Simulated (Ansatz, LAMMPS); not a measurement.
# Convergence of a linear-scaling basis for glassy 62SiO2-21K2O-18CaO (mol %) (110 atoms), part 2 of 2

Wanted: errors and times of a linear-scaling basis for glassy 62SiO2-21K2O-18CaO (mol %) (110 atoms). A setting counts as converged where the r.m.s. difference of forces stays under 1 % of the r.m.s. force.

Ansatz 0.2.0; Kohn-Sham DFT, PBE, PAW (set soft_2), plane waves.

The cell: 24 Si, 16 K, 7 Ca and 63 O. The quench rate of 10 K/ps is orders of magnitude faster than experiment. The starting topology of bonds comes from the classical model. Sampling is at Γ alone, for a cell whose shortest periodic width is 12 Å.

So far. Step 8 (Support functions medium, radius 3.91 Å): Forces differ from the reference by 0.52 meV/Å r.m.s., 0.038 % of their size, well within a tolerance of 1 %; the energy by -4.4 meV/atom. It took roughly 5.4 times the reference's time (one timing each, with unlike analyses asked), in 14 cycles against 9. Step 9 (Changed: scf.occupations.method = "cold" and …): Forces differ from the reference by 0.004 meV/Å r.m.s., 3.0e-4 % of their size, well within a tolerance of 1 %.

### Step 11. What the reference run shows (continued)

Electrostatic potential energy in the bc plane at fractional x = 0.186, with atoms of Si and K and Ca and O within 0.2 Å of it. With pseudopotentials it is smooth inside the atoms' cores, unlike the true potential.

Ten even steps from '0' (-40 eV) to '9' (11 eV), each cell a mean:
```
9831389743358996358999887545789999
9988898500026899999999885202588999
8899998510027899999999886323688888
8889988754568999999999988767889988
8888998888899999999999999989999998
9988888999999999999999999999999999
9988778899999999999999999999999999
9875335789999889999987678999999999
9861001688988888999851015899999999
9862002688888888999730003799999999
9887556889999999999863136899999999
9988888889999999999988766899999999
9999888888999999999999865899998899
9999988767789999999999999999863479
9999987412478999999999999999840159
9999986300378999999999999999986689
9999998645689999999999988899999999
9997689988899999999998755789999999
9972259999985789999987200268999999
5455589999974467899986200168999998
0003899999997533689998533589998665
0003899999998544789999888889998675
6445799999998875358999988899999998
9720279988888972016999988888999999
```
Columns run along b (11.9 Å; values clipped at the 3rd and 97th percentile), rows up along c (11.9 Å). Atoms in or near the plane, at fractional coordinates: Si at (0.65, 0.60), Si at (0.04, 0.12), K at (0.70, 0.19), K at (0.14, 0.63), Ca at (0.28, 0.91), O at (0.48, 0.01), O at (0.10, 0.00).

Mean Löwdin charges: Ca +1.77, K +0.85, O -0.92, Si +1.67 e (they miss 1.2 % of the electrons, so they add up to more than the cell's charge).

### Step 12. Local order

These statistics describe the geometry on which the runs were made.

Density 2.53 g/cm³, 15.46 Å³ an atom.

g(r), total and by pair (bins of 0.2 Å):

```tsv
r (Å)	total	O-O	O-Si	O-K	O-Ca	Si-Si	Si-K
1.40	0.05	0.00	0.21	0.00	0.00	0.00	0.00
1.60	3.82	0.00	15.30	0.00	0.00	0.00	0.00
1.80	0.26	0.00	1.04	0.00	0.00	0.00	0.00
2.00	0.00	0.00	0.00	0.00	0.00	0.00	0.00
2.20	0.11	0.00	0.00	0.00	1.53	0.00	0.00
2.40	0.52	0.28	0.00	0.11	5.56	0.00	0.00
2.60	2.38	5.56	0.00	2.65	1.35	0.00	0.00
2.80	0.77	1.22	0.00	1.79	0.78	0.28	0.00
3.00	0.57	0.37	0.10	1.42	0.34	2.79	0.00
3.20	1.07	0.97	0.51	0.93	0.30	4.65	1.54
3.40	0.88	0.58	0.73	1.12	0.79	0.21	0.90
3.60	1.08	0.84	1.16	0.62	0.48	0.00	3.16
3.80	1.08	0.76	1.73	0.65	0.43	0.49	1.71
4.00	1.31	0.91	1.79	1.09	1.73	0.59	2.21
4.20	1.22	0.85	2.00	0.81	1.13	1.07	1.31
4.40	0.83	0.69	0.96	0.97	1.27	0.73	0.64
4.60	0.92	0.93	0.82	0.82	1.52	1.21	0.75
4.80	0.93	1.27	0.45	1.27	1.21	0.70	0.31
5.00	1.13	1.46	0.77	1.10	1.35	1.04	1.21
5.20	0.94	1.15	0.78	1.22	0.80	1.12	0.39
5.40	0.97	1.15	0.83	1.20	0.37	1.47	0.84
5.60	0.90	0.77	0.96	1.07	0.78	1.21	0.56
5.80	0.98	0.99	0.96	0.93	0.95	0.70	0.90
```

Bonds by pair of elements; cutoffs follow the first minimum of g(r), held within bounds set by covalent radii, and pairs that aren't listed don't count as bonded:

```tsv
pair A-B	cutoff (Å)	bonds	mean length (Å)	spread (Å)	shortest (Å)	B about A	A about B
O-Si	2.12	96	1.62	0.057	1.49	1.52	4
O-K	3.23	78	2.83	0.198	2.47	1.24	4.88
O-Ca	3.08	38	2.49	0.203	2.11	0.603	5.43
```

The cutoff for O-K falls short of the minimum of g(r), so counts run low and odd coordinations can be artefacts.

How many atoms have how many bonded neighbours:

```tsv
element	mean	2	3	4	5	6	7
Ca	5.43	0	0	1	3	2	1
K	4.88	0	2	4	6	2	2
O	3.37	10	27	20	5	1	0
Si	4	0	0	24	0	0	0
```

Oxygen atoms by the number of network formers (Si, P, Ge, B, Al, As, Ga) bound to them:

```tsv
network formers bound to O	O atoms	per cent
0	0	0
1	30	47.6
2	33	52.4
```

Network units: each former by its oxygen neighbours and how many of them bridge to another former:

```tsv
former	O neighbours	bridging O	atoms
Si	4	1	1
Si	4	2	7
Si	4	3	13
Si	4	4	3
```

Rings of the network by King's shortest-path rule, up to 12 atoms, one path for each pair of neighbours; H, halogens, alkali and alkaline-earth atoms are left out:

```tsv
ring size (atoms)	rings	per network atom
8	1	0.011
10	4	0.046
12	1	0.011
```

First main peaks of g(r), for some of the pairs, lie near 2.6 Å (O-O), 1.6 Å (O-Si), 2.7 Å (O-K), 2.4 Å (O-Ca) and 3.1 Å (Si-Si). 52 % of the oxygens bridge two formers and 48 % are non-bridging. The commonest Si unit has 4 oxygens, 3 of them shared with other formers (13 of 24 atoms). Rings of 10 atoms are the most common (67 % of those counted); sizes run from 8 to 12, where the search stops.

The surroundings of O70, which bears the longest force, nearest first, numbered as they follow in the input and with coordinates relative to it.

```tsv
atom	x	y	z	distance (Å)	bonds	Löwdin charge (e)	Fx	Fy	Fz (eV/Å)
O70	0.00	0.00	0.00	0.00	3	-1.02	2.59	-1.81	6.25
Si24	-0.46	0.41	-1.35	1.49	4	1.72	-3.63	2.69	-2.93
Ca46	-0.32	-1.38	1.91	2.38	6	1.77	-0.74	0.61	-1.23
O104	-2.11	0.27	-1.14	2.42	2	-0.82	0.03	0.35	-1.30
Ca42	0.71	2.10	1.05	2.46	7	1.76	0.05	-0.28	-0.58
O83	0.22	-0.21	-2.62	2.64	2	-0.79	1.24	-1.03	-1.93
O82	-0.44	2.03	-1.67	2.67	3	-0.83	1.82	-0.69	-0.97
O58	2.43	1.57	-0.41	2.92	3	-1.00	-1.41	0.98	1.06
```

### Step 13. Summary of results

* free energy per atom: -804.0757 eV/atom
* pressure: 5.086 GPa
* r.m.s. force component: 1.359 eV/Å
* gap (highest filled to lowest empty level): 1.841 eV
* wall time of the 6 DFT runs: 6.7 min

Against plane waves at 420 eV, the forces differ by 0.56 meV/Å (0.041 %) with support functions medium. At 110 atoms the fastest of the runs at a preset level, support functions low, takes roughly 4.4 times the time of plane waves (whose run also made extra analyses), in 13 SCF cycles against 9. Differences between support functions and plane waves include what basis error the plane-wave run still has. The force difference hardly changes among these support-function runs, which points to the basis of the plane-wave reference as its main source.

Between filled and empty levels lie 1.84 eV (at Γ alone); a semilocal functional tends to put such gaps too low. In a disordered cell it changes from sample to sample, and tail or defect levels can set it. 52 % of the oxygens bridge two formers and 48 % are non-bridging.

**Limits.** The force components of 1.4 eV/Å r.m.s. come partly from thermal motion and partly from the difference between the classical potential and DFT. The pressure of 5.1 GPa is that of one thermal frame, in which the classical model's bond lengths enter as well as the volume, without the kinetic term. The pressure of a single frame lacks the kinetic term.

[Long decimals in the printed logs are rounded to 6 places.]

[Logs are printed without paths, hosts, clocks, repeated set-up lines and the standing remarks that a program may print on its own settings, such as how far it seeks lower states.]

[Hosts, paths, dates, database ids (printed as entryN), source tags and the programs' standing remarks are cut or masked in the printed files.]
